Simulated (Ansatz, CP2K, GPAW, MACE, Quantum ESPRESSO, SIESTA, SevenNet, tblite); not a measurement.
# Ta2H10C4Cl8O3 (P2_1/c) (108 atoms) in other programs, against a plane-wave reference

Wanted: errors and costs of other methods on Ta2H10C4Cl8O3 (P2_1/c) (108 atoms). A plane-wave run serves as the reference.

Program: Quantum ESPRESSO 7.5. Level of theory: Kohn-Sham DFT, PBE, SSSP efficiency 1.3.0 pseudopotentials, plane waves. Results are calculated unless marked as measured.

### 1. Starting point

The cell holds 108 atoms: 8 Ta, 40 H, 16 C, 32 Cl and 12 O. Its edges and angles: a = 6.639 Å, b = 26.008 Å, c = 10.653 Å, α = 90.0°, β = 114.3°, γ = 90.0°. It derives from Ta2H10C4Cl8O3 (P2_1/c), repeated 1×1×1. Ta2H10C4Cl8O3, space group P2_1/c, structure from the Crystallography Open Database, 1 x 1 x 1 conventional cells; every coordinate displaced by a Gaussian of 0.02 Å; bonds to H set to neutron lengths (C-H 1.089, N-H 1.015, O-H 0.983, B-H 1.19 Å) where the listed ones are shorter. Then every atom was moved at random, 0.05 Å r.m.s. a Cartesian component (hydrogen 0.6 of that).

### 2. The reference run

pw.in

```
&control
  calculation = 'scf'
  pseudo_dir = './pseudo'
  outdir = './tmp'
  disk_io = 'none'
  tprnfor = .true.
  tstress = .true.
/
&system
  ibrav = 0
  nat = 108
  ntyp = 5
  ecutwfc = 60
  ecutrho = 480
  nosym = .true.
  occupations = 'smearing'
  smearing = 'fd'
  degauss = 0.003675
/
&electrons
  conv_thr = 5.4e-07
  electron_maxstep = 100
  mixing_beta = 0.2
  mixing_mode = 'local-TF'
  diagonalization = 'david'
/
ATOMIC_SPECIES
Ta 180.948 Ta.upf
H 1.008 H.upf
C 12.011 C.upf
Cl 35.450 Cl.upf
O 15.999 O.upf
CELL_PARAMETERS angstrom
6.63880 0.00000 0.00000
0.00000 26.00830 0.00000
-4.37581 0.00000 9.71248
ATOMIC_POSITIONS crystal
Ta 0.43901 0.89527 0.16185
Ta 0.54477 0.39227 0.33195
Ta 0.56991 0.10833 0.83584
Ta 0.42979 0.60803 0.66325
Ta 0.52531 0.85953 0.52391
Ta 0.47874 0.35842 0.96962
Ta 0.47800 0.13910 0.46980
Ta 0.51446 0.64477 0.02175
H 0.65473 0.99392 0.59471
H 0.33572 0.49245 0.89946
H 0.34632 0.00724 0.39920
H 0.65538 0.50708 0.09785
[... 92 atom lines left out ...]
O 0.58495 0.83884 0.74164
O 0.40414 0.34210 0.74706
O 0.41627 0.15795 0.25238
O 0.58866 0.65794 0.24939
K_POINTS gamma
```

On the command line:

```sh
OMP_NUM_THREADS=1 mpirun -np 4 pw.x -in pw.in > output.txt
```

Output:

```text
Program PWSCF
     gamma-point specific algorithms are used
     one sub-group per band group will be used
     scalapack distributed-memory algorithm (size of sub-group:  2*  2 procs)
     Parallelization info
     sticks:   dense  smooth     PW     G-vecs:    dense   smooth      PW
     Min        5882    2939    737               502464   177629   22220
     Max        5883    2940    738               502471   177632   22222
     Sum       23529   11759   2951              2009867   710521   88885
     bravais-lattice index     =            0
     lattice parameter (alat)  =      12.5455  a.u.
     unit-cell volume          =   11316.9211 (a.u.)^3
     number of atoms/cell      =          108
     number of atomic types    =            5
     number of electrons       =       504.00
[... lines left out ...]
     scf convergence threshold =      5.4E-07
[... lines left out ...]
     number of k points=     1  Fermi-Dirac smearing, width (Ry)=  0.0037
[... lines left out ...]
     total energy              =   -3048.24859539 Ry
[... lines left out ...]
     total energy              =   -3045.50850352 Ry
[... lines left out ...]
     total energy              =   -3046.45179371 Ry
[... lines left out ...]
     total energy              =   -3046.34535631 Ry
[... lines left out ...]
     total energy              =   -3046.34535623 Ry
[... lines left out ...]
   -33.3698 -33.3595 -33.3007 -33.2481 -33.2085 -33.1665 -33.1656 -33.1290
[...]
7.0146   7.1632   7.1838   7.2946   7.3483   7.4543   7.5388   7.6175
     7.6776   7.7316   7.7557   7.8346   7.8400   7.9644   8.0336   8.0917
     8.2031   8.3326   8.3908   8.5665   8.6197   8.7137
     the Fermi energy is     2.8226 ev
!    total energy              =   -3046.34535587 Ry
     estimated scf accuracy    <       0.00000038 Ry
     smearing contrib. (-TS)   =      -0.00000000 Ry
     internal energy E=F+TS    =   -3046.34535587 Ry
     The total energy is F=E-TS. E is the sum of the following terms:
     one-electron contribution =   -1719.11122197 Ry
     hartree contribution      =    1011.18301537 Ry
     xc contribution           =    -831.77384774 Ry
     ewald contribution        =   -1293.85395734 Ry
     one-center paw contrib.   =    -212.78934418 Ry
     convergence has been achieved in  35 iterations
     negative rho (up, down):  1.266E+00 0.000E+00
     Forces acting on atoms (cartesian axes, Ry/au):
     atom    1 type  1   force =    -0.00037990   -0.08802435    0.03661645
     atom    2 type  1   force =     0.10476266    0.00555697    0.02826773
     atom    3 type  1   force =    -0.07031943   -0.08904139    0.00197077
[...]
atom  107 type  5   force =    -0.03452023    0.02289318   -0.00354191
     atom  108 type  5   force =    -0.00414631    0.00272774    0.02998509
     Total force =     1.404102     Total SCF correction =     0.002268
     Computing stress (Cartesian axis) and pressure
     negative rho (up, down):  1.266E+00 0.000E+00
          total   stress  (Ry/bohr**3)                   (kbar)     P=       43.04
   0.00029669  -0.00008086  -0.00001539           43.64      -11.89       -2.26
  -0.00008086   0.00022471   0.00001572          -11.89       33.06        2.31
  -0.00001539   0.00001572   0.00035634           -2.26        2.31       52.42
     Message from routine punch:
     Nothing written, as per user request (disk_io='none')
```

Elapsed: 11 min, on 4 MPI ranks of Arm Neoverse V1, shared host; peak memory 7.4 GiB.

Banners, paths, timers and routine set-up lines are dropped from the logs unmarked, and long logs keep their key lines alone; longer cuts are marked.

Numbers from this run:

* r.m.s. force component: 2.006 eV/Å
* longest force: 11.92 eV/Å
* pressure: 4.304 GPa
* gap (highest filled to lowest empty level): 2.146 eV

### 3. What was run beside it

The programs:
- CP2K 2026.2: Gaussian basis with GTH pseudopotentials and a plane-wave density; labels give functional, basis (MOLOPT sets; SR short-range, UZH the newer set with its own potentials), grid cutoff/relative cutoff and solver (OT: orbital transformation; TRS4, TC2, SIGN: linear-scaling purification with its sparsity filter), or its built-in tight binding.
- GPAW 26.7.0: PAW with atomic orbitals (LCAO), plane waves or a real-space grid of spacing h.
- MACE: machine-learned potential, published weights.
- Quantum ESPRESSO 7.5: plane waves; labels (QE) give functional, pseudopotential set and cutoffs of waves/density.
- SIESTA 5.4.2: numerical atomic orbitals, whose automatically made sets are far from complete, with PseudoDojo norm-conserving potentials that we converted to its format (checked against plane waves on the same files for H, C, O, Si, Ge and Ca alone); labels give functional, basis size, energy shift and mesh cutoff.
- SevenNet: machine-learned potential, published weights.
- tblite 0.8.0: extended tight binding, driven from Python.

All use the same cell and atoms; the electronic-structure runs use the same k-mesh, and an electronic temperature of 580 K (0.05 eV) where levels are smeared.

Differences are against the plane-wave reference, forces as r.m.s. over components; share is that over the reference's r.m.s. force, slope the least-squares factor from reference forces to these. Total energies of different programs have different zeros and aren't compared.

| run | Δ force, r.m.s. (meV/Å) | share (%) | slope | Δ pressure (GPa) | Δ gap (eV) | cores | CPU time | memory (GiB) |
| --- | --- | --- | --- | --- | --- | --- | --- | --- |
| reference | - | - | - | - | - | 4 | 44 min | 7.4 |
| CP2K PBE, DZVP-UZH, 300/50 Ry, diagonalisation (coarse) | 151 | 7.53 | 1.003 | -0.334 | -0.0811 | 4 | 12 min | 3.4 |
| CP2K PBE, DZVP-UZH, 600/50 Ry, diagonalisation | 153 | 7.61 | 1.002 | -0.352 | -0.0808 | 4 | 13 min | 6.4 |
| GPAW PBE, LCAO dzp, h 0.18 Å | 302 | 15.1 | 1.095 | - | -0.179 | 2 | 2.4 min | 1.7 |
| GPAW PBE, LCAO dzp, h 0.25 Å (coarse) | 393 | 19.6 | 1.098 | - | -0.176 | 1 | 79 s | 0.76 |
| GPAW PBE, LCAO sz(dzp), h 0.18 Å (coarse) | 1668 | 83.2 | 1.403 | - | -0.620 | 1 | 55 s | 1.2 |
| GPAW RPBE, LCAO dzp, h 0.18 Å | 319 | 15.9 | 1.107 | - | -0.162 | 2 | 2.4 min | 1.8 |
| MACE MP-0b3 medium potential | 192 | 9.55 | 0.973 | 0 | - | 1 | 8.1 s | 1.2 |
| QE PBE, sssp-1.3.0-efficiency, 25/200 Ry (coarse) | 203 | 10.1 | 1.035 | -15.7 | -0.0033 | 2 | 10 min | 2.0 |
| SIESTA PBE, DZP, shift 0.002 Ry, mesh 500 Ry | 423 | 21.1 | 1.116 | 1.83 | -0.269 | 4 | 13 min | 3.5 |
| SIESTA PBE, DZP, shift 0.01 Ry, mesh 500 Ry | 360 | 17.9 | 1.103 | -0.357 | -0.300 | 2 | 6.2 min | 2.1 |
| SevenNet 0 potential | 259 | 12.9 | 0.942 | -0.574 | - | 1 | 8.1 s | 1.0 |
| SevenNet l3i5 potential | 179 | 8.91 | 0.955 | -0.868 | - | 1 | 10 s | 1.6 |
| tblite GFN1-xTB | 496 | 24.7 | 0.939 | -5.00 | - | 1 | 7 s | 0.18 |

Rows marked coarse were listed beforehand as settings not expected to be converged; some can still land near the reference.

Times of the machine-learned potentials are mostly Python's start and the loading of weights.

CPU time is summed over cores on a shared host, where runs went side by side, so it is rough. Symmetry, cutoffs, thresholds, outputs and thread counts weren't matched or tuned between programs; memory under MPI is the largest rank's times the ranks.

Mean charges by element (e), by run and scheme:

| run | scheme | Ta | H | C | Cl | O |
| --- | --- | --- | --- | --- | --- | --- |
| CP2K PBE, DZVP-UZH, 600/50 Ry, diagonalisation | Mulliken | +0.78 | +0.14 | -0.09 | -0.20 | -0.33 |
| CP2K PBE, DZVP-UZH, 600/50 Ry, diagonalisation | Hirshfeld | +0.57 | +0.03 | -0.03 | -0.11 | -0.13 |
| SIESTA PBE, DZP, shift 0.002 Ry, mesh 500 Ry | Hirshfeld | +0.70 | +0.02 | -0.03 | -0.14 | -0.13 |
| SIESTA PBE, DZP, shift 0.01 Ry, mesh 500 Ry | Hirshfeld | +0.68 | +0.01 | 0.00 | -0.14 | -0.11 |
| tblite GFN1-xTB | Mulliken | +1.59 | +0.06 | +0.17 | -0.37 | -0.51 |

Within one program, basis, potentials and functional, energies share a zero. Each run against its twin at the usual cutoff or grid and solver:

| run | twin | Δ energy (meV/atom) | Δ force, r.m.s. (meV/Å) | CPU time over the twin's |
| --- | --- | --- | --- | --- |
| CP2K PBE, DZVP-UZH, 300/50 Ry, diagonalisation | DZVP-UZH, 600/50 Ry, diagonalisation | -0.439 | 38.4 | 0.95 |
| GPAW PBE, LCAO dzp, h 0.25 Å | LCAO dzp, h 0.18 Å | 229 | 228 | 0.55 (this twin ran on 2 cores) |
| QE PBE, sssp-1.3.0-efficiency, 25/200 Ry | sssp-1.3.0-efficiency, 60/480 Ry | 431 | 203 | 0.23 (this twin ran on 4 cores) |

### 4. Results

- reference r.m.s. force component: 2.01 eV/Å
- nearest in forces: CP2K PBE, DZVP-UZH, 300/50 Ry, diagonalisation (coarse), 7.5 %
- farthest in forces: GPAW PBE, LCAO sz(dzp), h 0.18 Å (coarse), 83 %
- cheapest electronic-structure run beside the reference: tblite GFN1-xTB, 7 s of CPU time

**Reading.** The PBE runs in local orbitals, coarse settings apart, differ by 7.6 % (CP2K PBE, DZVP-UZH, 600/50 Ry, diagonalisation) to 21 % (SIESTA PBE, DZP, shift 0.002 Ry, mesh 500 Ry); basis, grid and potentials can all enter. Tight binding differs by 25 % (tblite GFN1-xTB); it is another model, with fitted parameters of its own, and the xTB methods hold dispersion. Machine-learned potentials differ by 8.9 % (SevenNet l3i5 potential) to 13 % (SevenNet 0 potential); they were trained on other programs' data. Rows with another functional or a dispersion term differ by 16 % (GPAW RPBE, LCAO dzp, h 0.18 Å), which mixes the change of model with differences of basis and potentials. Runs with settings chosen to be coarse differ by 7.5 % (CP2K PBE, DZVP-UZH, 300/50 Ry, diagonalisation) to 83 % (GPAW PBE, LCAO sz(dzp), h 0.18 Å), their programs' other errors included. Of the electronic-structure runs that take under half the reference's CPU time, CP2K PBE, DZVP-UZH, 300/50 Ry, diagonalisation is among the nearest, at 7.5 % in 12 min against 44 min. SIESTA PBE, DZP, shift 0.002 Ry, mesh 500 Ry stiffens the forces by a factor of 1.12 while following their directions (correlation 0.988); the slopes of the 2 SIESTA runs lie between 1.10 and 1.12. At the same functional, gaps differ from the reference's 2.15 eV by between -0.62 and -0.00 eV. These are spacings on the run's k-points, which needn't hold the band edges. In pressure, QE PBE, sssp-1.3.0-efficiency, 25/200 Ry misses by -15.7 GPa, at the same functional; a cutoff this low leaves a large Pulay stress. Charges hang on model, scheme and program or settings: among these rows the mean for Ta runs from +0.57 to +1.59 e. In the reference: filled and empty levels are parted by 2.15 eV on the run's k-points; the mesh holds the band edges only if they fold onto it, so the gap at this level can be narrower or closed. Periodic xTB results under one method name differ between programs and library versions. With short bonds to hydrogen, sets of potentials differ among themselves by several per cent in forces even at converged cutoffs, so the reference isn't exact here either. The reference's pressure holds the uncorrected Pulay stress of its 60 Ry basis, so small pressure differences, and their order, may be the reference's own error. Machine-learned potentials mimic data converged in k, so the reference's own k-point error enters their differences. The reference's PBE has no dispersion term, which matters for the binding between molecules or layers. The published positions, changed by the recipe (random displacements or longer bonds to H), lie far from the minimum at this level of theory. The reference's pressure of 4.3 GPa belongs to a cell and atoms that aren't relaxed at this level. The electronic-structure runs sample only Γ, in a cell whose shortest periodic width is 6 Å. Spin–orbit coupling is left out, which matters for the levels of the heavy elements.

[Also dropped from logs without a mark: logging warnings of Python, and SIESTA's first energy breakdown and zero terms.]

[Logs are printed without paths, hosts, clocks, repeated set-up lines and the standing remarks that a program may print on its own settings, such as how far it seeks lower states.]

[Hosts, paths, dates, database ids (printed as entryN), source tags and the programs' standing remarks are cut or masked in the printed files.]
